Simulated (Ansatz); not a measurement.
**Au(111) with 4 thermally displaced layers, 2x2: scattering by thermal displacements**

Aim: the resistivity of Au at 80 K from frozen thermal displacements between perfect leads. The measured value for the pure metal at this temperature is 0.481 µΩ cm (CRC Handbook of Chemistry and Physics, 84th ed., 2003, Electrical Resistivity of Pure Metals).

Calculated with Ansatz 0.2.0; Ansatz plane-wave DFT, PBE, PAW files; ballistic transport by layer matching (Landauer), zero bias; PAW set soft_1.

### 1. The structure

The cell holds 40 atoms: 40 Au. Cell: a = 5.768 Å, b = 5.768 Å, c = 23.605 Å, α = 93.5°, β = 86.5°, γ = 120.0°. It derives from Au. Regions: lead, 24 atoms (24 Au); scattering region, 16 atoms (16 Au). The structure is stacked along c, and the current runs across the ab planes.

### 2. With 4 displaced layers

Each atom of 4 layers is moved at random, by amounts drawn from a normal law 0.0492 Å wide in each direction from the Debye model (165 K) at 80 K. The layers about the cell's end stay perfect and serve as the lead. Disorder leaves little or no symmetry, which makes such runs dear. Energies from -0.05 to 0.05 eV in steps of 0.05 eV are too few for the program's thermal sum, so it prints no conductance; for a metal the transmission near the Fermi level serves, at a fraction of the cost.

File input.yaml:

```yaml
crystal:
  lattice:
    - [5.7675164607, 0.0, 0.0]
    - [-2.8837582304, 4.9948157718, 0.0]
    - [1.4418791152, -0.8324692953, 23.5457873532]
  atoms:
    - { symbol: Au, position: [0.9916666667, 0.0083333333, 0.05] }
    - { symbol: Au, position: [0.9916666667, 0.5083333333, 0.05] }
    - { symbol: Au, position: [0.4916666667, 0.0083333333, 0.05] }
    - { symbol: Au, position: [0.4916666667, 0.5083333333, 0.05] }
    - { symbol: Au, position: [0.1416666667, 0.3583333333, 0.15] }
    - { symbol: Au, position: [0.1416666667, 0.8583333333, 0.15] }
    - { symbol: Au, position: [0.6416666667, 0.3583333333, 0.15] }
    - { symbol: Au, position: [0.6416666667, 0.8583333333, 0.15] }
    - { symbol: Au, position: [0.2916666667, 0.2083333333, 0.25] }
    - { symbol: Au, position: [0.2916666667, 0.7083333333, 0.25] }
    - { symbol: Au, position: [0.7916666667, 0.2083333333, 0.25] }
    - { symbol: Au, position: [0.7916666667, 0.7083333333, 0.25] }
    - { symbol: Au, position: [0.9418654174, 0.057255824, 0.3513372993] }
    - { symbol: Au, position: [0.9397986114, 0.5531862417, 0.3507550651] }
    - { symbol: Au, position: [0.457689339, 0.0674111386, 0.3485304945] }
    - { symbol: Au, position: [0.4277971228, 0.5522124272, 0.3500862949] }
    - { symbol: Au, position: [0.0712029039, 0.4057460189, 0.4473983497] }
    - { symbol: Au, position: [0.0828555398, 0.9028657641, 0.4493395175] }
    - { symbol: Au, position: [0.6003515474, 0.418550725, 0.4497316002] }
    - { symbol: Au, position: [0.5999192484, 0.9019077316, 0.4507340061] }
    - { symbol: Au, position: [0.2500900745, 0.259, 0.5484474612] }
    - { symbol: Au, position: [0.2314796269, 0.7539042791, 0.5504598007] }
    - { symbol: Au, position: [0.7320857219, 0.2562188702, 0.5496675141] }
    - { symbol: Au, position: [0.7472101242, 0.7605700388, 0.5507420719] }
    - { symbol: Au, position: [0.8851821035, 0.1073303068, 0.6516370592] }
    - { symbol: Au, position: [0.8976741533, 0.5964664307, 0.6531613016] }
    - { symbol: Au, position: [0.4068934773, 0.1161163177, 0.6505522233] }
    - { symbol: Au, position: [0.3954844197, 0.6233677814, 0.6540933156] }
    - { symbol: Au, position: [0.0416666667, 0.4583333333, 0.75] }
    - { symbol: Au, position: [0.0416666667, 0.9583333333, 0.75] }
    - { symbol: Au, position: [0.5416666667, 0.4583333333, 0.75] }
    - { symbol: Au, position: [0.5416666667, 0.9583333333, 0.75] }
    - { symbol: Au, position: [0.1916666667, 0.3083333333, 0.85] }
    - { symbol: Au, position: [0.1916666667, 0.8083333333, 0.85] }
    - { symbol: Au, position: [0.6916666667, 0.3083333333, 0.85] }
    - { symbol: Au, position: [0.6916666667, 0.8083333333, 0.85] }
    - { symbol: Au, position: [0.8416666667, 0.1583333333, 0.95] }
    - { symbol: Au, position: [0.8416666667, 0.6583333333, 0.95] }
    - { symbol: Au, position: [0.3416666667, 0.1583333333, 0.95] }
    - { symbol: Au, position: [0.3416666667, 0.6583333333, 0.95] }
kpoints:
  mp_grid: { grid: [5, 5, 1] }
hamiltonian:
  xc: pbe
  pseudopotentials: { kind: paw, azcp: { folder: soft_1 } }
scf:
  occupations: { method: fermi_dirac, width: 0.1 }
output:
  transmission:
    leads: [[0, 4]]
    kmesh: [10, 10]
    e_range: [-0.05, 0.05]
    de: 0.05
  write_potential: true
  write_density: true
  volumetric_format: npy
  elf: true
```

On the command line:

```sh
> ansatz run input.yaml --threads 8 --pin off --max-ram 15360MiB --backend cpu --events-out ev --progress --plain --runs-dir out
```

Numbers of over 12 decimals in the logs are rounded to 6 here.

The program printed:

```text
Engine: ansatz 0.2.0, aarch64-unknown-linux-gnu
Pseudopotentials: kind: paw
Pseudopotential: Au, paw, valence charge 19, recommended cutoff 420 eV (normal), soft_1/Au.paw.azcp
Functional definition: PBE
  parameter kappa = 0.804
  parameter beta = 0.066725
  exchange = pbe_x(kappa = kappa, mu = beta*pi^2/3)
  correlation = pbe_c(beta = beta)
Crystal: 40 atoms, lattice volume = 678.300 Å³
Basis set: ecut = 420 eV, 13321 PW (Γ)
Bands: 456, of which v1, the nominal top of the filled ones, is band 380 counted from 1 (379 counted from 0)
Symmetry: 1 space group operations
Space group: P1 (ITA 1), of the structure as read, at distance tolerance 8.8e-5 Å
k-points: 13 of 25 (time reversal used)
Non-local potential: Au, projectors of the file, l = 0: 3, l = 1: 2, l = 2: 2, l = 3: 1
PAW form: soft (Blöchl's): semilocal exchange-correlation on the pseudo side does not see the compensation charge
PAW one-centre angular grid: Au, 590 points (default); XC on 64 Gauss nodes
Initial density: superposition of atomic densities (chi_scale 0.1, normalization cell)
Initial wavefunctions: pseudopotential atomic-orbital guess
Functional: x = pbe(κ = 0.804, μ = 0.219515), c = pbe(β = 0.066725)
SCF iter   1: F=—  HF=-526056.694717 eV  |F-HF|=—  |Δ(HF+E_count)|=         —  Δρ=6.75e-2  dr2=3.40e1  ethr=3.10e-3  ⟨swp⟩=4.0  Hψ=17663  notcnv=0  defer=85
preconditioner: auto → Kerker (q_TF=auto, 2.781 Å⁻¹)  [metal: Δε(μ)=0.007 eV  Ē_g=10.174 eV  σ=0.100 eV  W_gap=0.02  n_scr=260 (ndim 8)  ℏωp=29.9 eV  f_vac=0.000  D(μ)=18.59/eV (n_scr^D=122)]
SCF iter   2: F=—  HF=-526048.599956 eV  |F-HF|=—  |Δ(HF+E_count)|=    8.09e0  Δρ=3.10e-2  dr2=6.94e0  ethr=3.10e-3  ⟨swp⟩=2.8  Hψ=9745  notcnv=0  defer=714
SCF iter   3: F=—  HF=-526046.658148 eV  |F-HF|=—  |Δ(HF+E_count)|=    1.94e0  Δρ=7.44e-3  dr2=2.21e-1  ethr=9.13e-4  ⟨swp⟩=2.0  Hψ=8243  notcnv=0  defer=714
SCF iter   4: F=—  HF=-526046.719890 eV  |F-HF|=—  |Δ(HF+E_count)|=   6.17e-2  Δρ=1.28e-3  dr2=6.35e-3  ethr=2.91e-5  ⟨swp⟩=2.7  Hψ=11799  notcnv=0  defer=714
SCF iter   5: F=—  HF=-526046.723481 eV  |F-HF|=—  |Δ(HF+E_count)|=   3.59e-3  Δρ=2.84e-4  dr2=6.49e-4  ethr=8.35e-7  ⟨swp⟩=2.0  Hψ=8072  notcnv=0  defer=714
SCF iter   6: F=—  HF=-526046.723475 eV  |F-HF|=—  |Δ(HF+E_count)|=   6.94e-6  Δρ=7.90e-5  dr2=4.83e-5  ethr=8.54e-8  ⟨swp⟩=2.5  Hψ=8419  notcnv=0  defer=714
SCF iter   7: F=—  HF=-526046.723926 eV  |F-HF|=—  |Δ(HF+E_count)|=   4.52e-4  Δρ=3.10e-5  dr2=1.52e-5  ethr=6.36e-9  ⟨swp⟩=2.0  Hψ=8101  notcnv=0  defer=714
SCF iter   8: F=—  HF=-526046.723926 eV  |F-HF|=—  |Δ(HF+E_count)|=   5.68e-7  Δρ=5.53e-6  dr2=4.61e-7  ethr=2.00e-9  ⟨swp⟩=2.5  Hψ=9423  notcnv=0  defer=714
SCF iter   9: F=—  HF=-526046.723926 eV  |F-HF|=—  |Δ(HF+E_count)|=   4.07e-8  Δρ=1.54e-6  dr2=1.16e-7  ethr=1.32e-11  ⟨swp⟩=8.5  Hψ=22377  notcnv=0
SCF iter  10: F=-526046.723926 eV  HF=-526046.723926 eV  |F-HF|=1.43e-8  |Δ(HF+E_count)|=   3.96e-9  Δρ=6.38e-7  dr2=1.55e-8  ethr=1.32e-11  ⟨swp⟩=2.0  Hψ=10862  notcnv=0
SCF 1 converged in 10 iterations: F = -526046.723926 eV  dr2 = 1.55e-8
  greatest PAW one-centre occupation: 1.000 electrons in one spin orbital (limit 2), on the Au atom at site 20 (counted from 0), in its partial waves of l = 0
transmission: 162 of 1560 steps passed
transmission: 324 of 1560 steps passed
[...]
transmission: 1560 of 1560 steps passed
SCF converged after 10 iterations
Free energy (F): -526046.723926 eV
Harris-Foulkes:  -526046.723926 eV  (|F-HF|=1.43e-8)
Internal energy: -526046.243545 eV  (E = F + TS)
E sigma→0 (E₀):  -526046.483735 eV
Entropy (-TS):   -0.480381 eV (-12.010 meV/atom)
Fermi energy:    20.731532 eV
--- Per-component energies (eV) ---
  E_band       = -8239.532122
  E_kinetic    = 23140.930316
  E_local      = -67861.349882  (includes V_loc(G=0)·N_el)
  E_nonlocal   = 3921.386929
  E_hartree    = 29440.013485
  E_xc         = -8624.030773
  E_vxc        = -10475.766994  (∫ρ·V_xc dr)
  E_paw        = -389264.650625  (= ΣΔE_a)
  E_vpaw       = -15844.823395  (= ΣTr[D̂ρ^β])
  E_aug_tail   = 0.067322  (compensation charges beyond the density's cutoff)
  E_ewald      = -116798.610316
  E_smearing   = -0.480381  (= −TS)
  E_closure    = -0.000000  (closes the sum)
  Σ components = -526046.723926   (vs F -526046.723926, Δ=0.00e0)
--- Band table (eV; the first three rows and the last of 13) ---
  k-point 0: bands = [... 376 lower, 20.7761, 21.2288, 21.2497, 21.2544, 21.2742, 21.5590, 21.5746, 21.6963, ... 72 higher]
  k-point 1: bands = [... 376 lower, 20.3332, 20.4274, 20.4978, 20.6513, 20.7625, 20.8592, 20.9628, 21.0663, ... 72 higher]
  k-point 2: bands = [... 376 lower, 20.5116, 20.5209, 20.5595, 20.5937, 20.6407, 20.8185, 20.8688, 21.0717, ... 72 higher]
  k-point 12: bands = [... 376 lower, 19.5203, 20.2030, 20.3729, 20.7263, 20.7600, 20.8108, 21.2686, 22.2589, ... 72 higher]
--- Transmission ---
  basis      : 253 plane waves across, 30 finite elements along
  points     : 52, standing for a mesh of 10 x 10
  energies   : 3 from -0.050000 to 0.050000 eV about the Fermi level, 0.050000 eV apart; the leads are filled to 0.000000 eV, and channels, transmission and decay are at 0.000000 eV
  crystal 0  : Au4, at the sites [0, 4], period 2.3546 Å, over 14.13 Å; its Hamiltonian steps by up to 3.6 meV
    offset         : up to 0.0000 Å between an atom of the period and one for which it stands
    channels       : 3.210000e0 a spin
    conductance    : none, the energies end too early or step too widely for 300 K: set another output.transmission.e_range or a lower de, or, where they end at an eighth of basis.ecutwfc, a higher one
  junction   : crystal 0 to crystal 0, 0.70 to 21.89 Å
    transmission   : 3.179953e0 a spin
    conductance    : none, the energies end too early or step too widely for 300 K: set another output.transmission.e_range or a lower de, or, where they end at an eighth of basis.ecutwfc, a higher one
```

The job ended after 12 min (8 threads of Arm Neoverse N1, shared host; peak memory 10 GiB; 78 min of CPU time).

In the SCF lines HF is the Harris–Foulkes energy and dr2 the Hartree energy of the density residual, in eV; the loop may stop once dr2 is under the threshold and the program's other checks hold. Hψ counts applications of the Hamiltonian.

This step gave:

```
free energy                                    : -526046.7239 eV
energy at zero smearing                        : -526046.4837 eV
Fermi energy                                   : 20.73 eV
cell area                                      : 28.81 Å²
transmission per spin nearest the Fermi level  : 3.180
open channels per spin nearest the Fermi level : 3.21
step of the lead's potential                   : 3.6 meV
```

Per spin. The transmission, zone mean stays at 3.18 for energy from -0.05 to 0.05 eV.

Per spin. The open channels, zone mean, lead stays at 3.21 for energy from -0.05 to 0.05 eV.

Transmission over k1 and k2. At 0.0000 eV from the Fermi level.

Values, 10 rows by 10 columns:
```
2.99 3.90 2.99 2.99 2.99 3.90 3.00 2.99 2.99 2.99
2.99 3.00 3.87 2.99 2.99 3.88 2.99 2.99 2.99 2.99
2.99 2.99 2.99 3.88 2.99 3.86 2.99 2.99 2.99 2.99
2.99 2.99 2.99 2.99 2.97 2.95 2.99 2.99 2.99 2.99
3.93 3.93 3.92 3.93 2.93 2.98 2.93 3.93 3.92 3.93
2.99 2.99 2.99 2.99 2.99 2.95 2.97 2.99 2.99 2.99
2.99 2.99 2.99 2.99 2.99 3.86 2.99 3.88 2.99 2.99
2.99 2.99 2.99 2.99 2.99 3.88 2.99 2.99 3.87 3.00
2.99 2.99 2.99 2.99 3.00 3.90 2.99 2.99 2.99 3.90
3.90 2.99 2.99 2.99 2.99 3.90 2.99 2.99 2.99 2.99
```
Columns: k1 (b1) from -0.5 to 0.4; rows upwards: k2 (b2) from -0.5 to 0.4.

Open channels over k1 and k2. At 0.0000 eV from the Fermi level.

Values, 10 rows by 10 columns:
```
3.00 4.00 3.00 3.00 3.00 4.00 3.00 3.00 3.00 3.00
3.00 3.00 4.00 3.00 3.00 4.00 3.00 3.00 3.00 3.00
3.00 3.00 3.00 4.00 3.00 4.00 3.00 3.00 3.00 3.00
3.00 3.00 3.00 3.00 3.00 3.00 3.00 3.00 3.00 3.00
4.00 4.00 4.00 4.00 3.00 3.00 3.00 4.00 4.00 4.00
3.00 3.00 3.00 3.00 3.00 3.00 3.00 3.00 3.00 3.00
3.00 3.00 3.00 3.00 3.00 4.00 3.00 4.00 3.00 3.00
3.00 3.00 3.00 3.00 3.00 4.00 3.00 3.00 4.00 3.00
3.00 3.00 3.00 3.00 3.00 4.00 3.00 3.00 3.00 4.00
4.00 3.00 3.00 3.00 3.00 4.00 3.00 3.00 3.00 3.00
```
Columns: k1 (b1) from -0.5 to 0.4; rows upwards: k2 (b2) from -0.5 to 0.4.

Electrostatic potential energy in the ca plane at fractional y = 0.419, with atoms of Au within 0.2 Å of it. With pseudopotentials it is smooth inside the atoms' cores, unlike the true potential.

Ten even steps from '0' (-27 eV) to '9' (23 eV), each cell a mean:
```
99999888998534798632489988899999899962002799
99999878997312589988899975689987679986446898
68999889998423699988999864479986568999889996
15899999999867899754689975579987678999999985
02799999999999997300169988899998889987668997
03799999999999996100038999999999999972114898
36999999999999997200048999999999999850001699
89999889998767898632379998999999999951001699
99999878997423699987899976689999999984114899
89999888997312689999999864479998789998778997
36999999998534799988999864579998789999999986
03899999999878898644689987789998889998889996
02799999999999997200169999999999999985336898
14899999999999996000049999999999999951002799
68999999999878997200159999999999999850001699
```
Columns run along c (16.0 Å, from fractional 0.16 to 0.84 of the cell; values clipped at the 3rd and 97th percentile), rows up along a (5.8 Å). Atoms in or near the plane, at fractional coordinates: Au at (0.45, 0.07), Au at (0.45, 0.60), Au at (0.75, 0.04), Au at (0.75, 0.54).

ELF in the ca plane at fractional y = 0.419, with atoms of Au within 0.2 Å of it. It is the smooth field of the valence electrons, not physical close to the nuclei.

Ten even steps from '0' (0.11) to '9' (0.76), each cell a mean:
```
11001222112454311355421112210011211135665311
11001222113555421122211134421123321113443212
42111221112455311112111244431123432111221113
64211111001233211344321134431113332111111124
75211110000111112567531112211011221113332113
65211110000011113689742111110001111135664212
53111111000111113578642111100000111146885311
21101221111333211355531112110001111146875311
10001222112455311123211133321011111124554211
21011222113555421111101245431112221112332112
53111111112454311122111234431112321101111114
65211111001222112344321123321012221112221114
75211110000111113577531111110001111124543112
64211110000111113699641111100000111136775311
32111111101222113577641111100001111146986311
```
Columns run along c (16.0 Å, from fractional 0.16 to 0.84 of the cell), rows up along a (5.8 Å). Atoms in or near the plane, at fractional coordinates: Au at (0.45, 0.07), Au at (0.45, 0.60), Au at (0.75, 0.04), Au at (0.75, 0.54).

Valence density in the ca plane at fractional y = 0.419, with atoms of Au within 0.2 Å of it. It is the smooth field of the valence electrons, not physical close to the nuclei.

Ten steps, logarithmic in the rise over the least value, from '0' (0 e/Å³) to '9' (13 e/Å³), each cell a mean:
```
11011232113565322466531122210012221247887411
21012332223676421233211234431123432124554212
43111222113566421222211245532124542111222124
75211111101344212455421235432123432111221124
86311111000122113688742123321012221123543124
86311110000011114799862111110001111246876312
64211111001121113799852111100000111258997411
32111222112344212467642122210001111258997411
11012332123566421233321234421011211136775312
32111232123676421111101245532112321112443223
64211221112465321222111245532123332101111124
86311111001233212466421123321012321112322124
86311110000111114788741111110001111135664223
75211111000111124899852101000001111257987411
43111221111333224799852111100001111258997421
```
Columns run along c (16.0 Å, from fractional 0.16 to 0.84 of the cell), rows up along a (5.8 Å). Atoms in or near the plane, at fractional coordinates: Au at (0.45, 0.07), Au at (0.45, 0.60), Au at (0.75, 0.04), Au at (0.75, 0.54).

Over the solved energies the transmission per spin lies between 3.18 and 3.18, out of 3.21 channels of the lead on average (up to 3.21).

(Part 1 of 2 ends here.)

[Logs are printed without paths, hosts, clocks, repeated set-up lines and the standing remarks that a program may print on its own settings, such as how far it seeks lower states.]

[Hosts, paths, dates, database ids (printed as entryN), source tags and the programs' standing remarks are cut or masked in the printed files.]
